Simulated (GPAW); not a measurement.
# A 9-layer slab of Ag(110) in an electric field

Wanted: the out-of-plane polarisability of a 9-layer slab of Ag(110).

Program: GPAW 26.7.0. Level of theory: GPAW, PAW setups; slab in vacuum, relaxation, in the first sound run; inputs show where later runs differ. Results are calculated unless marked as measured.

## (1) The starting structure

The cell holds 9 atoms: 9 Ag. Its edges and angles: a = 4.090 Å, b = 2.892 Å, c = 29.568 Å, α = 90.0°, β = 90.0°, γ = 90.0°. Vacuum lies along c.

As a file:

```cif
data_structure
_symmetry_space_group_name_H-M 'P 1'
_symmetry_Int_Tables_number 1
_cell_length_a 4.0900
_cell_length_b 2.8921
_cell_length_c 29.5683
_cell_angle_alpha 90.000
_cell_angle_beta 90.000
_cell_angle_gamma 90.000
_cell_volume 349.75
loop_
_atom_site_label
_atom_site_type_symbol
_atom_site_fract_x
_atom_site_fract_y
_atom_site_fract_z
_atom_site_occupancy
Ag1 Ag 0.00000 0.00000 0.30438 1
Ag2 Ag 0.50000 0.50000 0.35329 1
Ag3 Ag 0.00000 0.00000 0.40219 1
Ag4 Ag 0.50000 0.50000 0.45110 1
Ag5 Ag 0.00000 0.00000 0.50000 1
Ag6 Ag 0.50000 0.50000 0.54890 1
Ag7 Ag 0.00000 0.00000 0.59781 1
Ag8 Ag 0.50000 0.50000 0.64671 1
Ag9 Ag 0.00000 0.00000 0.69562 1
```

## (2) Relaxing the atoms

Forces are removed first; all later runs use this geometry. The lowest 4 atoms are held at bulk positions and keep their forces.

run.py

```python
import json
import numpy as np
from ase import Atoms
from ase.constraints import FixAtoms
from ase.optimize import BFGS
from gpaw import GPAW, PW

slab = Atoms(
    ['Ag', 'Ag', 'Ag', 'Ag', 'Ag', 'Ag', 'Ag', 'Ag', 'Ag'],
    positions=[
        [0.00000, 0.00000, 9.00000],
        [2.04500, 1.44603, 10.44603],
        [0.00000, 0.00000, 11.89207],
        [2.04500, 1.44603, 13.33810],
        [0.00000, 0.00000, 14.78413],
        [2.04500, 1.44603, 16.23017],
        [0.00000, 0.00000, 17.67620],
        [2.04500, 1.44603, 19.12223],
        [0.00000, 0.00000, 20.56827]],
    cell=[[4.09, 0.0, 0.0], [0.0, 2.89207, 0.0], [0.0, 0.0, 29.56827]],
    pbc=[True, True, False])

slab.calc = GPAW(mode=PW(400), xc='PBE', kpts={'size': (8, 11, 1), 'gamma': True},
                 occupations={'name': 'fermi-dirac', 'width': 0.1}, nbands='160%',
                 convergence={'density': 1e-05}, maxiter=200,
                 poissonsolver={'dipolelayer': 'xy'},
                 symmetry={'tolerance': 1e-3, 'extra_ids': [1, 1, 1, 1, 0, 0, 0, 0, 0]}, txt='slab.txt')
result = {}
slab.set_constraint(FixAtoms([0, 1, 2, 3]))
path = []
opt = BFGS(slab, maxstep=0.2)
opt.attach(lambda: path.append((slab.get_potential_energy(), slab.positions.tolist(), slab.get_forces().tolist())))
result['relaxed'] = bool(opt.run(fmax=0.03, steps=40))
result['path'] = path
energy = slab.get_potential_energy()
fermi = slab.calc.get_fermi_level()
v = slab.calc.get_electrostatic_potential().mean((0, 1)) - fermi
n = slab.calc.get_pseudo_density().mean((0, 1))
L = slab.cell[2, 2]
z = np.arange(len(v)) * L / len(v)
low, high = slab.positions[:, 2].min(), slab.positions[:, 2].max()
below, above = np.interp([low - 6.8, high + 6.8], z, v)
slopes = [np.interp(x, z, np.gradient(v, z)) for x in (low - 6.8, high + 6.8)]
eps = np.array([[slab.calc.get_eigenvalues(k, s) for k in range(len(slab.calc.get_ibz_k_points()))]
                for s in range(slab.calc.get_number_of_spins())]) - fermi
top, bottom = eps[eps < 0].max(), eps[eps > 0].min()
dipole = slab.get_dipole_moment()[2]
print(f'energy {energy:.4f} eV, Fermi level {fermi:.4f} eV, dipole {dipole:.5f} e A')
print(f'potential 6.8 A off the faces, from the Fermi level: lower {below:.4f} eV, upper {above:.4f} eV')
print(f'slope of the potential there: lower {slopes[0]:.5f}, upper {slopes[1]:.5f} eV/A')
print(f'nearest levels on the mesh: {top:.4f} and {bottom:.4f} eV')
print('magnetic moment', round(slab.get_magnetic_moment(), 3))
result.update(energy=energy, fermi=fermi, dipole=dipole, below=below, above=above, slopes=slopes, edges=[top, bottom],
              z=z.tolist(), v=v.tolist(), n=n.tolist(), positions=slab.positions.tolist(),
              forces=slab.get_forces(apply_constraint=False).tolist(), moments=slab.get_magnetic_moments().tolist())
json.dump(result, open('result.json', 'w'))
```

The run is started by

```console
> OMP_NUM_THREADS=1 OPENBLAS_NUM_THREADS=1 python run.py
```

The log of the run:

```text
Step          Energy          fmax
BFGS:    0      -24.129558        0.342425
BFGS:    1      -24.131265        0.319584
BFGS:    2      -24.143559        0.100265
BFGS:    3      -24.144137        0.108004
BFGS:    4      -24.145006        0.123311
BFGS:    5      -24.147116        0.145495
BFGS:    6      -24.150021        0.146551
BFGS:    7      -24.153268        0.114134
BFGS:    8      -24.155259        0.121639
BFGS:    9      -24.156226        0.137490
BFGS:   10      -24.157235        0.130615
BFGS:   11      -24.158479        0.089396
BFGS:   12      -24.159680        0.053349
BFGS:   13      -24.160009        0.024450
energy -24.1197 eV, Fermi level 1.3208 eV, dipole -0.00041 e A
potential 6.8 A off the faces, from the Fermi level: lower 4.1298 eV, upper 4.1404 eV
slope of the potential there: lower -0.00017, upper 0.00001 eV/A
nearest levels on the mesh: -0.0231 and 0.0100 eV
magnetic moment 0.0
```

It took 2 h on 1 thread of Arm Neoverse V2, shared host; peak memory 0.66 GiB.

Step by step:

| step | energy less that of the first step (eV) | largest force (eV/Å) |
| --- | --- | --- |
| 1 | 0.0000 | 0.3424 |
| 2 | -0.0017 | 0.3196 |
| 3 | -0.0139 | 0.1003 |
| 4 | -0.0144 | 0.1080 |
| 5 | -0.0152 | 0.1233 |
| 6 | -0.0170 | 0.1455 |
| 7 | -0.0195 | 0.1466 |
| 8 | -0.0223 | 0.1141 |
| 9 | -0.0240 | 0.1216 |
| 10 | -0.0248 | 0.1375 |
| 11 | -0.0258 | 0.1306 |
| 12 | -0.0271 | 0.0894 |
| 13 | -0.0282 | 0.0533 |
| 14 | -0.0285 | 0.0245 |

The atoms that moved most (Å):

| atom | dx | dy | dz | length |
| --- | --- | --- | --- | --- |
| Ag8 | 0.000 | 0.000 | 0.197 | 0.197 |
| Ag9 | 0.000 | 0.000 | 0.133 | 0.133 |
| Ag7 | 0.000 | 0.000 | 0.125 | 0.125 |
| Ag6 | 0.000 | 0.000 | 0.090 | 0.090 |
| Ag5 | 0.000 | 0.000 | 0.058 | 0.058 |

Final coordinates:

```cif
data_structure
_symmetry_space_group_name_H-M 'P 1'
_symmetry_Int_Tables_number 1
_cell_length_a 4.0900
_cell_length_b 2.8921
_cell_length_c 29.5683
_cell_angle_alpha 90.000
_cell_angle_beta 90.000
_cell_angle_gamma 90.000
_cell_volume 349.75
loop_
_atom_site_label
_atom_site_type_symbol
_atom_site_fract_x
_atom_site_fract_y
_atom_site_fract_z
_atom_site_occupancy
Ag1 Ag 0.00000 0.00000 0.30438 1
Ag2 Ag 0.50000 0.50000 0.35329 1
Ag3 Ag 0.00000 0.00000 0.40219 1
Ag4 Ag 0.50000 0.50000 0.45110 1
Ag5 Ag 0.00000 0.00000 0.50198 1
Ag6 Ag 0.50000 0.50000 0.55194 1
Ag7 Ag 0.00000 0.00000 0.60205 1
Ag8 Ag 0.50000 0.50000 0.65336 1
Ag9 Ag 0.00000 0.00000 0.70010 1
```

Numbers from this step:

```
dipole along the normal                    : -4.10e-4 e·Å
levels nearest the Fermi level on the mesh : -0.02314, 0.01001 eV from the Fermi level
upper work function                        : 4.140 eV
lower work function                        : 4.130 eV
```

The electrostatic potential energy of an electron (without an applied field's), less the Fermi level, planar mean oscillates, so the rows of the table below give means over windows of 1.48 Å about each position, cut where the curve ends. Its maxima inside the range that stand out by 2 % of the span (Å: eV): 9.7: -4.53, 11.2: -4.76, 12.6: -4.79, 14.0: -4.06, 15.6: -4.37, 17.1: -4.32, 18.6: -3.89, 20.1: -5.43. Its minima: 9.0: -11.3, 10.5: -11.9, 11.9: -11.9, 13.3: -11.8, 14.9: -11.7, 16.4: -11.8, 17.8: -11.7, 19.3: -11.9, 20.7: -11.5.

Table of electrostatic potential energy of an electron (without an applied field's), less the Fermi level, planar mean by z; means over each step:

| z (Å) | electrostatic potential energy of an electron (without an applied field's), less the Fermi level, planar mean (eV) |
| --- | --- |
| 0.74 | 4.13 |
| 2.22 | 4.13 |
| 3.70 | 4.13 |
| 5.18 | 4.13 |
| 6.66 | 4.01 |
| 8.14 | -0.833 |
| 9.62 | -8.07 |
| 11.10 | -8.34 |
| 12.58 | -8.32 |
| 14.06 | -7.72 |
| 15.54 | -7.96 |
| 17.02 | -7.93 |
| 18.50 | -7.62 |
| 19.98 | -8.73 |
| 21.46 | -1.84 |
| 22.94 | 3.99 |
| 24.42 | 4.14 |
| 25.90 | 4.14 |
| 27.38 | 4.14 |
| 28.86 | 4.14 |

The pseudo valence density, planar mean oscillates, so the rows of the table below give means over windows of 1.48 Å about each position, cut where the curve ends. Its maxima inside the range that stand out by 2 % of the span (Å: e/Å³): 9.1: 1.56, 10.3: 1.56, 11.8: 1.60, 13.3: 1.62, 14.8: 1.60, 16.3: 1.60, 17.7: 1.60, 19.2: 1.55, 20.7: 1.61. Its minima: 9.7: 0.491, 11.2: 0.491, 12.7: 0.500, 14.2: 0.454, 15.6: 0.471, 17.1: 0.468, 18.6: 0.437, 20.1: 0.555.

Table of pseudo valence density, planar mean by z; means over each step:

z (Å), pseudo valence density, planar mean (e/Å³) and a bar:
```
     5.18       0.00 
     6.66       0.00 
     8.14       0.36 ##########
     9.62       1.00 ############################
    11.10       1.01 ############################
    12.58       1.01 ############################
    14.06       0.95 ###########################
    15.54       0.97 ###########################
    17.02       0.97 ###########################
    18.50       0.94 ##########################
    19.98       1.06 ##############################
    21.46       0.47 #############
    22.94       0.01 
    24.42       0.00
```

The relaxation lowered the energy of the cell by 0.0285 eV (energies extrapolated to zero smearing; the optimiser's log prints free energies). The largest force left on a free atom is 0.024 eV/Å.

## (3) Plane waves, PBE

The work function is the vacuum plateau of the electrostatic potential less the Fermi level; a dipole layer lets the two faces have plateaus of their own.

This step: GPAW, PAW setups; slab in vacuum (GPAW 26.7.0).

Changes to run.py since step 2:

```diff
@@ -3,4 +3,2 @@
 from ase import Atoms
-from ase.constraints import FixAtoms
-from ase.optimize import BFGS
 from gpaw import GPAW, PW
@@ -14,7 +12,7 @@
         [2.04500, 1.44603, 13.33810],
-        [0.00000, 0.00000, 14.78413],
-        [2.04500, 1.44603, 16.23017],
-        [0.00000, 0.00000, 17.67620],
-        [2.04500, 1.44603, 19.12223],
-        [0.00000, 0.00000, 20.56827]],
+        [0.00000, 0.00000, 14.84255],
+        [2.04500, 1.44603, 16.32001],
+        [0.00000, -0.00000, 17.80155],
+        [2.04500, 1.44603, 19.31876],
+        [0.00000, 0.00000, 20.70087]],
     cell=[[4.09, 0.0, 0.0], [0.0, 2.89207, 0.0], [0.0, 0.0, 29.56827]],
@@ -26,10 +24,4 @@
                  poissonsolver={'dipolelayer': 'xy'},
-                 symmetry={'tolerance': 1e-3, 'extra_ids': [1, 1, 1, 1, 0, 0, 0, 0, 0]}, txt='slab.txt')
+                 symmetry={'tolerance': 1e-3}, txt='slab.txt')
 result = {}
-slab.set_constraint(FixAtoms([0, 1, 2, 3]))
-path = []
-opt = BFGS(slab, maxstep=0.2)
-opt.attach(lambda: path.append((slab.get_potential_energy(), slab.positions.tolist(), slab.get_forces().tolist())))
-result['relaxed'] = bool(opt.run(fmax=0.03, steps=40))
-result['path'] = path
 energy = slab.get_potential_energy()
```

The log of the run:

```text
energy -24.1197 eV, Fermi level 1.3208 eV, dipole -0.00077 e A
potential 6.8 A off the faces, from the Fermi level: lower 4.1301 eV, upper 4.1402 eV
slope of the potential there: lower -0.00015, upper -0.00002 eV/A
nearest levels on the mesh: -0.0231 and 0.0100 eV
magnetic moment 0.0
```

It took 15 min on 1 thread; peak memory 0.65 GiB.

This step gave:

| Quantity | Value |
| --- | --- |
| dipole along the normal | -7.72e-4 e·Å |
| levels nearest the Fermi level on the mesh | -0.02313, 0.009988 eV from the Fermi level |

The electrostatic potential energy of an electron (without an applied field's), less the Fermi level, planar mean oscillates, so the rows of the table below give means over windows of 1.48 Å about each position, cut where the curve ends. Its maxima inside the range that stand out by 2 % of the span (Å: eV): 9.7: -4.53, 11.2: -4.76, 12.6: -4.79, 14.0: -4.06, 15.6: -4.37, 17.1: -4.32, 18.6: -3.89, 20.1: -5.43. Its minima: 9.0: -11.3, 10.5: -11.9, 11.9: -11.9, 13.3: -11.8, 14.9: -11.7, 16.4: -11.8, 17.8: -11.7, 19.3: -11.9, 20.7: -11.5.

Table of electrostatic potential energy of an electron (without an applied field's), less the Fermi level, planar mean by z; means over each step:

z (Å), electrostatic potential energy of an electron (without an applied field's), less the Fermi level, planar mean (eV) and a bar from the least value:
```
     0.74        4.1 ##############################
     2.22        4.1 ##############################
     3.70        4.1 ##############################
     5.18        4.1 ##############################
     6.66        4.0 ##############################
     8.14       -0.8 ##################
     9.62       -8.1 ##
    11.10       -8.3 #
    12.58       -8.3 #
    14.06       -7.7 ##
    15.54       -8.0 ##
    17.02       -7.9 ##
    18.50       -7.6 ###
    19.98       -8.7 
    21.46       -1.8 ################
    22.94        4.0 ##############################
    24.42        4.1 ##############################
    25.90        4.1 ##############################
    27.38        4.1 ##############################
    28.86        4.1 ##############################
```

The pseudo valence density, planar mean oscillates, so the rows of the table below give means over windows of 1.48 Å about each position, cut where the curve ends. Its maxima inside the range that stand out by 2 % of the span (Å: e/Å³): 9.1: 1.56, 10.3: 1.56, 11.8: 1.60, 13.3: 1.62, 14.8: 1.60, 16.3: 1.60, 17.7: 1.60, 19.2: 1.55, 20.7: 1.61. Its minima: 9.7: 0.491, 11.2: 0.491, 12.7: 0.500, 14.2: 0.454, 15.6: 0.471, 17.1: 0.468, 18.6: 0.437, 20.1: 0.555.

Table of pseudo valence density, planar mean by z; means over each step:

| z (Å) | pseudo valence density, planar mean (e/Å³) |
| --- | --- |
| 5.18 | 1.0e-4 |
| 6.66 | 0.00417 |
| 8.14 | 0.365 |
| 9.62 | 0.998 |
| 11.10 | 1.01 |
| 12.58 | 1.01 |
| 14.06 | 0.947 |
| 15.54 | 0.973 |
| 17.02 | 0.969 |
| 18.50 | 0.935 |
| 19.98 | 1.06 |
| 21.46 | 0.468 |
| 22.94 | 0.00549 |
| 24.42 | 1.3e-4 |

Force by atom:

| atom | x (eV/Å) | y (eV/Å) | z (eV/Å) | size |
| --- | --- | --- | --- | --- |
| Ag1 | 0.000 | 0.000 | 0.065 | 0.065 |
| Ag2 | 0.000 | 0.000 | -0.332 | 0.332 |
| Ag3 | 0.000 | 0.000 | 0.049 | 0.049 |
| Ag4 | 0.000 | 0.000 | 0.225 | 0.225 |
| Ag5 | 0.000 | 0.000 | -0.011 | 0.011 |
| Ag6 | 0.000 | 0.000 | -0.007 | 0.007 |
| Ag7 | 0.000 | 0.000 | -0.014 | 0.014 |
| Ag8 | 0.000 | 0.000 | 0.024 | 0.024 |
| Ag9 | 0.000 | 0.000 | 0.000 | 0.000 |

The potential is flat to 1.5e-4 eV/Å where it is read, so the vacuum is wide enough.

## (4) In a field

A uniform field along the normal polarises the slab; the atoms stay fixed, so this is the electronic response alone.

Changes to run.py since step 3:

```diff
@@ -4,2 +4,3 @@
 from gpaw import GPAW, PW
+from gpaw.external import ConstantElectricField
 
@@ -24,2 +25,3 @@
                  poissonsolver={'dipolelayer': 'xy'},
+                 external=ConstantElectricField(-0.2, [0, 0, 1]),
                  symmetry={'tolerance': 1e-3}, txt='slab.txt')
```

The log of the run:

```text
energy -24.1389 eV, Fermi level 1.3111 eV, dipole -0.19133 e A
potential 6.8 A off the faces, from the Fermi level: lower 2.6905 eV, upper 5.6180 eV
slope of the potential there: lower -0.00005, upper 0.00002 eV/A
nearest levels on the mesh: -0.0229 and 0.0100 eV
magnetic moment 0.0
```

The job ended after 31 min (1 thread; peak memory 0.92 GiB).

Numbers from this step:

| Property | Result |
| --- | --- |
| dipole along the normal | -0.1913 e·Å |
| levels nearest the Fermi level on the mesh | -0.02287, 0.009988 eV from the Fermi level |
| potential below the slab, the applied field's own ramp left out | 2.690 eV from the Fermi level |
| potential above the slab, the applied field's own ramp left out | 5.618 eV from the Fermi level |

The electrostatic potential energy of an electron (without an applied field's), less the Fermi level, planar mean oscillates, so the rows of the table below give means over windows of 1.48 Å about each position, cut where the curve ends. Its maxima inside the range that stand out by 2 % of the span (Å: eV): 9.7: -5.55, 11.2: -5.48, 12.6: -5.23, 14.0: -4.21, 15.6: -4.20, 17.1: -3.86, 18.6: -3.12, 20.1: -4.38, 27.1: 5.62. Its minima: 9.0: -12.5, 10.5: -12.8, 11.9: -12.5, 13.3: -12.1, 14.9: -11.7, 16.4: -11.4, 17.8: -11.1, 19.3: -11.0, 20.7: -10.3.

Electrostatic potential energy of an electron (without an applied field's), less the Fermi level, planar mean against z; means over each step:

z (Å), electrostatic potential energy of an electron (without an applied field's), less the Fermi level, planar mean (eV) and a bar from the least value:
```
     0.74        2.9 ########################
     2.22        2.7 ########################
     3.70        2.7 ########################
     5.18        2.7 ########################
     6.66        2.6 ########################
     8.14       -2.1 ##############
     9.62       -9.1 
    11.10       -9.1 
    12.58       -8.8 #
    14.06       -7.9 ###
    15.54       -7.8 ###
    17.02       -7.5 ###
    18.50       -6.9 #####
    19.98       -7.7 ###
    21.46       -0.5 ##################
    22.94        5.4 ##############################
    24.42        5.6 ##############################
    25.90        5.6 ##############################
    27.38        5.6 ##############################
    28.86        5.5 ##############################
```

Force by atom:

| atom | x (eV/Å) | y (eV/Å) | z (eV/Å) | size |
| --- | --- | --- | --- | --- |
| Ag1 | 0.000 | 0.000 | 0.070 | 0.070 |
| Ag2 | 0.000 | 0.000 | -0.326 | 0.326 |
| Ag3 | 0.000 | 0.000 | 0.045 | 0.045 |
| Ag4 | 0.000 | 0.000 | 0.228 | 0.228 |
| Ag5 | 0.000 | 0.000 | -0.012 | 0.012 |
| Ag6 | 0.000 | 0.000 | -0.002 | 0.002 |
| Ag7 | 0.000 | 0.000 | -0.013 | 0.013 |
| Ag8 | 0.000 | 0.000 | 0.032 | 0.032 |
| Ag9 | 0.000 | 0.000 | 0.009 | 0.009 |

The dipole is now -0.191 e Å, against -7.7e-4 in the run without a field.

## (5) Field on

Changes to run.py since step 4:

```diff
@@ -25,3 +25,3 @@
                  poissonsolver={'dipolelayer': 'xy'},
-                 external=ConstantElectricField(-0.2, [0, 0, 1]),
+                 external=ConstantElectricField(-0.1, [0, 0, 1]),
                  symmetry={'tolerance': 1e-3}, txt='slab.txt')
```

The log of the run:

```text
energy -24.1246 eV, Fermi level 1.3170 eV, dipole -0.09576 e A
potential 6.8 A off the faces, from the Fermi level: lower 3.4098 eV, upper 4.8752 eV
slope of the potential there: lower -0.00014, upper -0.00008 eV/A
nearest levels on the mesh: -0.0229 and 0.0100 eV
magnetic moment 0.0
```

Run time: 32 min. Hardware: 1 thread; peak memory 0.92 GiB.

Numbers from this step:

```yaml
dipole_along_the_normal: -0.09576 e·Å
levels_nearest_the_fermi_level_on_the_mesh: -0.02294, 0.009970 eV from the Fermi level
potential_below_the_slab_the_applied_field_s_own_ramp_left_out: 3.410 eV from the Fermi level
potential_above_the_slab_the_applied_field_s_own_ramp_left_out: 4.875 eV from the Fermi level
```

The electrostatic potential energy of an electron (without an applied field's), less the Fermi level, planar mean oscillates, so the rows of the table below give means over windows of 1.48 Å about each position, cut where the curve ends. Its maxima inside the range that stand out by 2 % of the span (Å: eV): 9.7: -5.04, 11.2: -5.12, 12.6: -5.01, 14.0: -4.13, 15.6: -4.28, 17.1: -4.09, 18.6: -3.51, 20.1: -4.91, 26.7: 4.88. Its minima: 9.0: -11.9, 10.5: -12.3, 11.9: -12.2, 13.3: -12.0, 14.9: -11.7, 16.4: -11.6, 17.8: -11.4, 19.3: -11.4, 20.7: -10.9.

The electrostatic potential energy of an electron (without an applied field's), less the Fermi level, planar mean by z; means over each step:

z (Å), electrostatic potential energy of an electron (without an applied field's), less the Fermi level, planar mean (eV) and a bar from the least value:
```
     0.74        3.5 ###########################
     2.22        3.4 ###########################
     3.70        3.4 ###########################
     5.18        3.4 ###########################
     6.66        3.3 ###########################
     8.14       -1.5 ################
     9.62       -8.6 
    11.10       -8.7 
    12.58       -8.5 
    14.06       -7.8 ##
    15.54       -7.9 ##
    17.02       -7.7 ##
    18.50       -7.2 ###
    19.98       -8.2 #
    21.46       -1.2 #################
    22.94        4.7 ##############################
    24.42        4.9 ##############################
    25.90        4.9 ##############################
    27.38        4.9 ##############################
    28.86        4.8 ##############################
```

Force by atom:

| atom | x (eV/Å) | y (eV/Å) | z (eV/Å) | size |
| --- | --- | --- | --- | --- |
| Ag1 | 0.000 | 0.000 | 0.066 | 0.066 |
| Ag2 | 0.000 | 0.000 | -0.330 | 0.330 |
| Ag3 | 0.000 | 0.000 | 0.046 | 0.046 |
| Ag4 | 0.000 | 0.000 | 0.227 | 0.227 |
| Ag5 | 0.000 | 0.000 | -0.011 | 0.011 |
| Ag6 | 0.000 | 0.000 | -0.005 | 0.005 |
| Ag7 | 0.000 | 0.000 | -0.016 | 0.016 |
| Ag8 | 0.000 | 0.000 | 0.026 | 0.026 |
| Ag9 | 0.000 | 0.000 | 0.001 | 0.001 |

The dipole is now -0.0958 e Å, against -7.7e-4 in the run without a field.

## (6) Field on

Changes to run.py since step 5:

```diff
@@ -25,3 +25,3 @@
                  poissonsolver={'dipolelayer': 'xy'},
-                 external=ConstantElectricField(-0.1, [0, 0, 1]),
+                 external=ConstantElectricField(-0.05, [0, 0, 1]),
                  symmetry={'tolerance': 1e-3}, txt='slab.txt')
```

The log of the run:

```text
energy -24.1210 eV, Fermi level 1.3190 eV, dipole -0.04821 e A
potential 6.8 A off the faces, from the Fermi level: lower 3.7696 eV, upper 4.5075 eV
slope of the potential there: lower -0.00012, upper 0.00000 eV/A
nearest levels on the mesh: -0.0230 and 0.0100 eV
magnetic moment 0.0
```

Elapsed: 27 min, on 1 thread; peak memory 0.92 GiB.

[end of part 1 of 2]

[Logs are printed without paths, hosts, clocks, repeated set-up lines and the standing remarks that a program may print on its own settings, such as how far it seeks lower states.]

[Hosts, paths, dates, database ids (printed as entryN), source tags and the programs' standing remarks are cut or masked in the printed files.]
